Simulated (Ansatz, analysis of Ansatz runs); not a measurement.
**Na2MoO4 (Fd-3m): a line between two Mo sites for an added electron**

Question: does an added electron stay on the Mo atom where it is started in Na2MoO4 (Fd-3m), and if so, how high is the barrier for a hop to another Mo site nearby? Model: a cell of 56 host atoms.

Main program and level: Ansatz 0.2.0; plane-wave PAW DFT, PBEsol+U; relaxation of all atoms of a supercell at fixed charge in a uniform background; PAW set soft_1.

### 1. Set-up

The cell holds 56 atoms: 16 Na, 8 Mo and 32 O. Cell: a = 9.086 Å, b = 9.086 Å, c = 9.086 Å, α = 90.0°, β = 90.0°, γ = 90.0°. It derives from Na2MoO4 (space group Fd-3m). Nearest the centre at fractional (0.625, 0.375, 0.375): Mo20 at 1.97 Å, Mo23 at 1.97 Å, O36 at 2.17 Å, O39 at 2.17 Å, O49 at 2.17 Å, O47 at 2.17 Å, O27 at 2.17 Å, O43 at 2.17 Å.

Hubbard terms: Mo d 5.0 eV. They were chosen, not fitted, to curb self-interaction in the shells named, the trial site's among them. The two sites are Mo20 and Mo23. The cell's shortest repeat is 9.1 Å.

### 2. The cell without the carrier

The neutral cell is relaxed first, from small random displacements, so that bond lengths and moments with the carrier can be set beside those of a relaxed cell without it.

Contents of neutral.relax/input.yaml:

```yaml
crystal:
  lattice:
    - [9.08595436, 0.0, 0.0]
    - [0.0, 9.08595436, 0.0]
    - [0.0, 0.0, 9.08595436]
  atoms:
    - { symbol: Na, position: [0.125, 0.125, 0.125] }
    - { symbol: Na, position: [0.125, 0.625, 0.625] }
    - { symbol: Na, position: [0.625, 0.125, 0.625] }
    - { symbol: Na, position: [0.625, 0.625, 0.125] }
    - { symbol: Na, position: [0.125, 0.375, 0.375] }
    - { symbol: Na, position: [0.125, 0.875, 0.875] }
    - { symbol: Na, position: [0.625, 0.375, 0.875] }
    - { symbol: Na, position: [0.625, 0.875, 0.375] }
    - { symbol: Na, position: [0.375, 0.375, 0.125] }
    - { symbol: Na, position: [0.375, 0.875, 0.625] }
    - { symbol: Na, position: [0.875, 0.375, 0.625] }
    - { symbol: Na, position: [0.875, 0.875, 0.125] }
    - { symbol: Na, position: [0.375, 0.125, 0.375] }
    - { symbol: Na, position: [0.375, 0.625, 0.875] }
    - { symbol: Na, position: [0.875, 0.125, 0.875] }
    - { symbol: Na, position: [0.875, 0.625, 0.375] }
    - { symbol: Mo, position: [0.0, 0.0, 0.5] }
    - { symbol: Mo, position: [0.0, 0.5, 0.0] }
    - { symbol: Mo, position: [0.5, 0.0, 0.0] }
    - { symbol: Mo, position: [0.5, 0.5, 0.5] }
    - { symbol: Mo, position: [0.25, 0.25, 0.75] }
    - { symbol: Mo, position: [0.25, 0.75, 0.25] }
    - { symbol: Mo, position: [0.75, 0.25, 0.25] }
    - { symbol: Mo, position: [0.75, 0.75, 0.75] }
    - { symbol: O, position: [0.362752, 0.362752, 0.862752] }
    - { symbol: O, position: [0.362752, 0.862752, 0.362752] }
    - { symbol: O, position: [0.862752, 0.362752, 0.362752] }
    - { symbol: O, position: [0.862752, 0.862752, 0.862752] }
    - { symbol: O, position: [0.387248, 0.112752, 0.112752] }
    - { symbol: O, position: [0.387248, 0.612752, 0.612752] }
    - { symbol: O, position: [0.887248, 0.112752, 0.612752] }
    - { symbol: O, position: [0.887248, 0.612752, 0.112752] }
    - { symbol: O, position: [0.112752, 0.112752, 0.387248] }
    - { symbol: O, position: [0.112752, 0.612752, 0.887248] }
    - { symbol: O, position: [0.612752, 0.112752, 0.887248] }
    - { symbol: O, position: [0.612752, 0.612752, 0.387248] }
    - { symbol: O, position: [0.112752, 0.387248, 0.112752] }
    - { symbol: O, position: [0.112752, 0.887248, 0.612752] }
    - { symbol: O, position: [0.612752, 0.387248, 0.612752] }
    - { symbol: O, position: [0.612752, 0.887248, 0.112752] }
    - { symbol: O, position: [0.137248, 0.137248, 0.862752] }
    - { symbol: O, position: [0.137248, 0.637248, 0.362752] }
    - { symbol: O, position: [0.637248, 0.137248, 0.362752] }
    - { symbol: O, position: [0.637248, 0.637248, 0.862752] }
    - { symbol: O, position: [0.137248, 0.362752, 0.637248] }
    - { symbol: O, position: [0.137248, 0.862752, 0.137248] }
    - { symbol: O, position: [0.637248, 0.362752, 0.137248] }
    - { symbol: O, position: [0.637248, 0.862752, 0.637248] }
    - { symbol: O, position: [0.387248, 0.387248, 0.387248] }
    - { symbol: O, position: [0.387248, 0.887248, 0.887248] }
    - { symbol: O, position: [0.887248, 0.387248, 0.887248] }
    - { symbol: O, position: [0.887248, 0.887248, 0.387248] }
    - { symbol: O, position: [0.362752, 0.137248, 0.637248] }
    - { symbol: O, position: [0.362752, 0.637248, 0.137248] }
    - { symbol: O, position: [0.862752, 0.137248, 0.137248] }
    - { symbol: O, position: [0.862752, 0.637248, 0.637248] }
basis:
  ecutwfc: 420
  xc_grid: 2
hamiltonian:
  xc: pbesol
  hubbard:
    sites: [{ species: Mo, l: d, u_eff: 5.0 }]
    projectors: ortho-atomic
  pseudopotentials: { kind: paw, azcp: { folder: soft_1 }, xc_functional: pbe }
kpoints:
  mp_grid: { grid: [1, 1, 1] }
scf:
  occupations: { method: fermi_dirac, width: 0.01 }
  max_iter: 120
  lower_state_search: "off"
output:
  forces: true
relax:
  f_tol: 0.02
  max_steps: 70
  random_displacement: { amplitude: 0.04, seed: 6004 }
checkpoint:
  write: "../neutral.relax.run"
  compress: false
  write_wavefunctions: true
  write_every: 100000
```

Command:

```console
$ ansatz run input.yaml --threads 4 --pin off --max-ram 17899MiB --backend cpu --events-out ev --progress --plain --runs-dir out
```

Numbers of over 12 decimals in the logs are rounded to 6 here.

The program printed:

```text
[... repeated set-up lines and file paths are left out, and long positions are rounded to six places ...]
Engine: ansatz 0.2.0, x86_64-unknown-linux-gnu
Pseudopotentials: kind: paw
Pseudopotential: Na, paw, valence charge 9, recommended cutoff 420 eV (normal), soft_1/Na.paw.azcp
Pseudopotential: Mo, paw, valence charge 14, recommended cutoff 420 eV (normal), soft_1/Mo.paw.azcp
Pseudopotential: O, paw, valence charge 6, recommended cutoff 420 eV (normal), soft_1/O.paw.azcp
Functional definition: PBEsol
  exchange = pbesol_x
  correlation = pbesol_c
Crystal: 56 atoms, lattice volume = 750.087 Å³
Basis set: ecut = 420 eV, 14771 PW (Γ), exchange–correlation on 128×128×128 points (8 copies of the dense FFT grid, shifted against one another)
Bands: 280, of which v1, the nominal top of the filled ones, is band 224 counted from 1 (223 counted from 0)
Symmetry: 1 space group operations
k-points: 1
Non-local potential: Na, projectors of the file, l = 0: 3, l = 1: 2, l = 2: 1
Non-local potential: Mo, projectors of the file, l = 0: 3, l = 1: 2, l = 2: 2, l = 3: 1
Non-local potential: O, projectors of the file, l = 0: 2, l = 1: 2, l = 2: 1
PAW form: soft (Blöchl's): semilocal exchange-correlation on the pseudo side does not see the compensation charge
PAW frozen core: Na, regenerated for the run's functional, and the local potential with it (the file was generated under x = pbe(κ = 0.804, μ = 0.219515), c = pbe(β = 0.066725))
PAW frozen core: Mo, regenerated for the run's functional, and the local potential with it (the file was generated under x = pbe(κ = 0.804, μ = 0.219515), c = pbe(β = 0.066725))
[...]
[... 3 atoms left out ...]
  atom  27  O     -0.00078417    -0.00163432    -0.00129810
  [... 8 atoms left out ...]
  atom  36  O      0.00059087    -0.00002636    -0.00025228
  [... 2 atoms left out ...]
  atom  39  O     -0.00463082     0.00732910    -0.00460841
  [... 3 atoms left out ...]
  atom  43  O     -0.00222400     0.00041144     0.00119806
[...]
atom  47  O      0.00523448    -0.00168479     0.00159109
  [... 1 atom left out ...]
  atom  49  O     -0.00289200    -0.00184856    -0.00296778
[...]
max |Σ_I F_I| component: 2.08e-4 eV/Å
--- Band table (eV) ---
  k-point 0: bands = ["-56.4289", "-56.4284", "-56.4281", "-56.4278", [... 272 left out ...] "14.1392", "14.1397", "14.1399", "14.2814"]
Occupation matrices written to <dir>
--- Relaxed structure (4 steps of the walk, 4 accepted, 0 SCFs on fresh bases) ---
  F+E_penalty+E_count = -80727.32481945 eV   max|allowed force component| = 1.022e-2 eV/Å
  atoms:
    - { symbol: Na, position: [0.124464, 0.124526, 0.125545] }
    - { symbol: Na, position: [0.124450, 0.624619, 0.625295] }
[...]
- { symbol: Na, position: [0.874159, 0.374855, 0.625592] }
[...]
- { symbol: Na, position: [0.874326, 0.624597, 0.375174] }
[...]
- { symbol: Mo, position: [0.499340, 0.499651, 0.500568] }
[...]
- { symbol: Mo, position: [0.749397, 0.249687, 0.250623] }
[...]
- { symbol: O, position: [0.862146, 0.362510, 0.363435] }
[...]
- { symbol: O, position: [0.612096, 0.612435, 0.387755] }
    [... 2 atoms left out ...]
    - { symbol: O, position: [0.612114, 0.386849, 0.613420] }
    [... 3 atoms left out ...]
    - { symbol: O, position: [0.636639, 0.136863, 0.363397] }
    [... 3 atoms left out ...]
    - { symbol: O, position: [0.636529, 0.362465, 0.137878] }
    [... 1 atom left out ...]
    - { symbol: O, position: [0.386556, 0.386824, 0.387839] }
    [... 7 atoms left out ...]
[key lines of the parts left out:]
SCF converged after 4 iterations
Free energy (F): -80727.324819 eV
Fermi energy:    6.392091 eV
```

It took 16 s on 4 threads of Intel Xeon Platinum 8375C at 2.90GHz (Ice Lake), shared host; peak memory 1 GiB.

The largest displacement from an ideal site is 0.005 Å.

### 3. The electron on the first site

The nearest neighbour or neighbours of the site start displaced and the site's starting moment is changed by the carrier's spin, since a carrier doesn't trap itself in the undistorted lattice.

Contents of A.relax/input.yaml:

```yaml
crystal:
  lattice:
    - [9.08595436, 0.0, 0.0]
    - [0.0, 9.08595436, 0.0]
    - [0.0, 0.0, 9.08595436]
  atoms:
    - { symbol: Na, position: [0.124464, 0.124526, 0.125545] }
    - { symbol: Na, position: [0.12445, 0.624619, 0.625295] }
    - { symbol: Na, position: [0.624495, 0.124832, 0.625537] }
    - { symbol: Na, position: [0.624065, 0.624928, 0.125406] }
    - { symbol: Na, position: [0.124139, 0.374546, 0.375644] }
    - { symbol: Na, position: [0.124773, 0.874566, 0.875427] }
    - { symbol: Na, position: [0.624448, 0.374423, 0.875883] }
    - { symbol: Na, position: [0.624761, 0.874996, 0.375283] }
    - { symbol: Na, position: [0.374364, 0.37459, 0.125729] }
    - { symbol: Na, position: [0.374646, 0.874454, 0.625312] }
    - { symbol: Na, position: [0.874159, 0.374855, 0.625592] }
    - { symbol: Na, position: [0.874755, 0.874475, 0.125211] }
    - { symbol: Na, position: [0.374327, 0.124596, 0.375673] }
    - { symbol: Na, position: [0.374434, 0.624304, 0.875308] }
    - { symbol: Na, position: [0.874597, 0.124506, 0.87527] }
    - { symbol: Na, position: [0.874326, 0.624597, 0.375174] }
    - { symbol: Mo, position: [-0.000456, -0.000431, 0.500333] }
    - { symbol: Mo, position: [-0.000574, 0.499526, 0.000405] }
    - { symbol: Mo, position: [0.499719, -0.000419, 0.000447] }
    - { symbol: Mo, position: [0.49934, 0.499651, 0.500568], spin: 1.0 }
    - { symbol: Mo, position: [0.249483, 0.249537, 0.750501] }
    - { symbol: Mo, position: [0.249603, 0.749517, 0.250222] }
    - { symbol: Mo, position: [0.749397, 0.249687, 0.250623] }
    - { symbol: Mo, position: [0.749616, 0.749655, 0.75033] }
    - { symbol: O, position: [0.362319, 0.362305, 0.863353] }
    - { symbol: O, position: [0.362412, 0.862254, 0.36299] }
    - { symbol: O, position: [0.862146, 0.36251, 0.363435] }
    - { symbol: O, position: [0.862474, 0.862403, 0.863091] }
    - { symbol: O, position: [0.386875, 0.112246, 0.113295] }
    - { symbol: O, position: [0.380135, 0.618877, 0.619667] }
    - { symbol: O, position: [0.886765, 0.112371, 0.613113] }
    - { symbol: O, position: [0.886641, 0.612341, 0.113177] }
    - { symbol: O, position: [0.112341, 0.112352, 0.38753] }
    - { symbol: O, position: [0.112222, 0.612314, 0.887628] }
    - { symbol: O, position: [0.612515, 0.112413, 0.887685] }
    - { symbol: O, position: [0.61848, 0.618818, 0.381371] }
    - { symbol: O, position: [0.112196, 0.386747, 0.113215] }
    - { symbol: O, position: [0.112415, 0.886811, 0.613057] }
    - { symbol: O, position: [0.618497, 0.380465, 0.619803] }
    - { symbol: O, position: [0.612568, 0.886803, 0.113202] }
    - { symbol: O, position: [0.136714, 0.136733, 0.863272] }
    - { symbol: O, position: [0.136764, 0.636745, 0.36297] }
    - { symbol: O, position: [0.636639, 0.136863, 0.363397] }
    - { symbol: O, position: [0.636847, 0.636844, 0.863095] }
    - { symbol: O, position: [0.136699, 0.362308, 0.637709] }
    - { symbol: O, position: [0.136896, 0.862381, 0.137374] }
    - { symbol: O, position: [0.636529, 0.362465, 0.137878] }
    - { symbol: O, position: [0.636788, 0.862469, 0.63759] }
    - { symbol: O, position: [0.380173, 0.380441, 0.381456] }
    - { symbol: O, position: [0.386997, 0.886761, 0.887646] }
    - { symbol: O, position: [0.886654, 0.386702, 0.887615] }
    - { symbol: O, position: [0.886752, 0.886751, 0.38756] }
    - { symbol: O, position: [0.362221, 0.136747, 0.63768] }
    - { symbol: O, position: [0.362399, 0.636675, 0.137469] }
    - { symbol: O, position: [0.862258, 0.136926, 0.137862] }
    - { symbol: O, position: [0.862404, 0.636887, 0.637497] }
total_charge: -1
basis:
  ecutwfc: 420
  xc_grid: 2
hamiltonian:
  xc: pbesol
  hubbard:
    sites: [{ species: Mo, l: d, u_eff: 5.0 }]
    projectors: ortho-atomic
  pseudopotentials: { kind: paw, azcp: { folder: soft_1 }, xc_functional: pbe }
kpoints:
  mp_grid: { grid: [1, 1, 1] }
magnetization:
  spin_polarized: true
  initial_magnetization: 1
  spin_locking: { lock_magnetization: hard }
scf:
  occupations: { method: fermi_dirac, width: 0.01 }
  max_iter: 120
  lower_state_search: "off"
output:
  forces: true
relax:
  f_tol: 0.015
  max_steps: 70
  escape_saddle: false
checkpoint:
  write: "../A.relax.run"
  compress: false
  write_wavefunctions: true
  write_every: 100000
```

The program printed:

```text
[...]
Crystal: 56 atoms, lattice volume = 750.087 Å³
Basis set: ecut = 420 eV, 14771 PW (Γ), exchange–correlation on 128×128×128 points (8 copies of the dense FFT grid, shifted against one another)
Bands: 281, of which v1, the nominal top of the filled ones, is band 225 counted from 1 (224 counted from 0)
Symmetry: 1 space group operations
[...]
k-points: 1
[...]
Starting moments: Σ|m| = 1 μB on 1 of 56 sites
[...]
SCF iter   1: F=—  HF=-80764.735555 eV  |F-HF|=—  |Δ(HF+E_count)|=         —  Δρ=6.04e-2 (↑6.04e-2 ↓5.75e-2)  dr2=1.97e2  dr2_m=3.36e-1  M=1.000 μB ∫|m|=1.400 μB  β_m=0.30  ethr=3.10e-3  ⟨swp⟩=6.0  Hψ=1992  notcnv=0
[...]
spin=Collinear: Resta preconditioning applied to the charge; magnetization (m = ρ↑ − ρ↓) channel mixes plain (no charge-response kernel on spin).
SCF iter   2: F=—  HF=-80731.479548 eV  |F-HF|=—  |Δ(HF+E_count)|=    3.33e1  Δρ=3.09e-2 (↑3.08e-2 ↓3.09e-2)  dr2=4.70e1  dr2_m=7.98e-2  M=1.000 μB ∫|m|=1.162 μB  β_m=0.40  ethr=3.10e-3  ⟨swp⟩=3.5  Hψ=1078  notcnv=0  defer=99
[...]
SCF iter  24: F=-80718.867898 eV  HF=-80718.867900 eV  |F-HF|=1.89e-6  |Δ(HF+E_count)|=   2.60e-6  Δρ=8.37e-6 (↑8.37e-6 ↓7.93e-6)  dr2=2.18e-6  dr2_m=5.39e-9  M=1.000 μB ∫|m|=1.169 μB  ethr=8.86e-11  ⟨swp⟩=1.0  Hψ=1920  notcnv=0
SCF 1 converged in 24 iterations: F = -80718.867898 eV  dr2 = 2.18e-6
[...]
relax step   1: F+E_penalty+E_count = -80718.86789803 eV  Δ(F+E_penalty+E_count) = +0.000e0 eV  max|allowed force component| = 6.607e-1 eV/Å  Δτ_max = 0.0000 Å  (24 SCF iters, dr2 threshold 5.63e-6 eV, accepted)
[...]
relax step   2: F+E_penalty+E_count = -80719.07941699 eV  Δ(F+E_penalty+E_count) = -2.115e-1 eV  max|allowed force component| = 1.067e-1 eV/Å  Δτ_max = 0.0578 Å  (8 SCF iters, dr2 threshold 2.73e-5 eV, accepted)
relax step   3: F+E_penalty+E_count = -80719.09262070 eV  Δ(F+E_penalty+E_count) = -1.320e-2 eV  max|allowed force component| = 6.113e-2 eV/Å  Δτ_max = 0.0158 Å  (7 SCF iters, dr2 threshold 7.12e-7 eV, accepted)
relax step   4: F+E_penalty+E_count = -80719.09489778 eV  Δ(F+E_penalty+E_count) = -2.277e-3 eV  max|allowed force component| = 6.590e-3 eV/Å  Δτ_max = 0.0083 Å  (9 SCF iters, dr2 threshold 2.34e-7 eV, accepted)
[...]
SCF iter   4: F=-80719.094898 eV  HF=-80719.094898 eV  |F-HF|=1.32e-9  |Δ(HF+E_count)|=   4.83e-8  Δρ=5.47e-7 (↑5.47e-7 ↓2.25e-7)  dr2=2.65e-9  dr2_m=5.36e-10  M=1.000 μB ∫|m|=1.135 μB  ethr=1.00e-12  ⟨swp⟩=1.0  Hψ=1865  notcnv=0
SCF 5 converged in 4 iterations: F = -80719.094898 eV  dr2 = 2.65e-9
relax step   5: F+E_penalty+E_count = -80719.09489784 eV  Δ(F+E_penalty+E_count) = -6.564e-8 eV  max|allowed force component| = 6.593e-3 eV/Å  Δτ_max = 0.0000 Å  (4 SCF iters, accepted)
NSCF: frozen V_eff on 1 k-points
[...]
SCF converged after 4 iterations
Magnetization: 1.0000 μB (225.0000 up, 224.0000 down)
Absolute magnetization: 1.1461 μB (∫|ρ↑−ρ↓|, with the PAW one-centre terms)
[...]
Per-site moments (μB) at R_I (Å): [(5.219176197157473e-7, 0.979649), (0.000794443, 0.951361), (-2.075221065269669e-5, 0.933760), [... 53 left out ...]
Free energy (F): -80719.094898 eV
[...]
Internal energy: -80719.094898 eV  (E = F + TS)
E sigma→0 (E₀):  -80719.094898 eV
Fermi energy:    8.188936 (↑ 8.190371, ↓ 6.731559) eV
[...]
--- Forces (eV/Å), atoms counted from 1 ---
  atom   1  Na     0.00236639     0.00083630     0.00199151
  atom   2  Na    -0.00057522    -0.00024156    -0.00044308
  [... 1 atom left out ...]
  atom   4  Na     0.00068389    -0.00117512    -0.00094879
  [... 11 atoms left out ...]
  atom  16  Na     0.00146910     0.00022458     0.00128861
  [... 3 atoms left out ...]
  atom  20  Mo    -0.00151242    -0.00002113     0.00168016
  [... 2 atoms left out ...]
  atom  23  Mo    -0.00199041    -0.00498662     0.00380717
  [... 3 atoms left out ...]
  atom  27  O     -0.00032039     0.00069571     0.00036791
  [... 8 atoms left out ...]
  atom  36  O      0.00600496     0.00286447    -0.00518118
  [... 2 atoms left out ...]
  atom  39  O      0.00526762    -0.00216186     0.00395637
  [... 3 atoms left out ...]
  atom  43  O      0.00197185     0.00138311    -0.00196591
  [... 3 atoms left out ...]
  atom  47  O     -0.00178650     0.00145674    -0.00072870
  [... 1 atom left out ...]
  atom  49  O     -0.00537986    -0.00219417    -0.00382076
  [... 7 atoms left out ...]
  max |Σ_I F_I| component: 7.09e-5 eV/Å
--- Band table (eV) ---
[...]
Occupation matrices written to <dir>
--- Relaxed structure (5 steps of the walk, 5 accepted, 0 SCFs on fresh bases) ---
  F+E_penalty+E_count = -80719.09489784 eV   max|allowed force component| = 6.593e-3 eV/Å
  atoms:
    - { symbol: Na, position: [0.125341, 0.125423, 0.126284] }
    - { symbol: Na, position: [0.131207, 0.623183, 0.622890] }
    [... 1 atom left out ...]
    - { symbol: Na, position: [0.621902, 0.623236, 0.132211] }
    [... 11 atoms left out ...]
    - { symbol: Na, position: [0.867724, 0.623154, 0.377905] }
    [... 3 atoms left out ...]
    - { symbol: Mo, position: [0.499478, 0.499610, 0.500448] }
    [... 2 atoms left out ...]
    - { symbol: Mo, position: [0.751230, 0.248130, 0.248718] }
    [... 3 atoms left out ...]
    - { symbol: O, position: [0.865673, 0.360078, 0.360471] }
    [... 8 atoms left out ...]
    - { symbol: O, position: [0.613993, 0.621805, 0.386024] }
    [... 2 atoms left out ...]
    - { symbol: O, position: [0.613987, 0.377447, 0.614930] }
    [... 3 atoms left out ...]
    - { symbol: O, position: [0.639936, 0.132779, 0.359995] }
    [... 3 atoms left out ...]
    - { symbol: O, position: [0.639490, 0.360112, 0.134306] }
    [... 1 atom left out ...]
    - { symbol: O, position: [0.384944, 0.377428, 0.386013] }
    [... 7 atoms left out ...]
```

Run time: 45 s. Hardware: 4 threads; peak memory 1.5 GiB; 2.8 min of CPU time.

Step by step:

```
step  energy less that of the first step (eV)  largest force component (eV/Å)
   1                                   0.0000                          0.6607
   2                                  -0.2115                          0.1067
   3                                  -0.2247                          0.0611
   4                                  -0.2270                          0.0066
   5                                  -0.2270                          0.0066
```

The atoms that moved most (Å):

```
atom      dx      dy      dz  length
 Na7  -0.022   0.014  -0.065   0.070
 Na5   0.064   0.013   0.021   0.069
 O30   0.043   0.026  -0.043   0.067
 Na4  -0.020  -0.015   0.062   0.067
 Na2   0.061  -0.013  -0.022   0.066
 O39  -0.041  -0.027  -0.044   0.066
Na16  -0.060  -0.013   0.025   0.066
Na14   0.023  -0.011  -0.061   0.066
```

The moves above count from the input, in which the site's nearest neighbours were already displaced; the distances below compare with the cell without the carrier.

Distances from Mo20 without and with the electron:

```
atom  without (Å)  with (Å)
 O49         1.77      1.84
 O36         1.77      1.84
 O30         1.78      1.84
 O39         1.78      1.84
```

The largest changes of the moments are 0.45 μB on Mo20, 0.02 μB on O30 and 0.02 μB on O49. The largest part sits on the chosen site.

(Part 1 of 2 ends here.)

[Logs are printed without paths, hosts, clocks, repeated set-up lines and the standing remarks that a program may print on its own settings, such as how far it seeks lower states.]

[Hosts, paths, dates, database ids (printed as entryN), source tags and the programs' standing remarks are cut or masked in the printed files.]
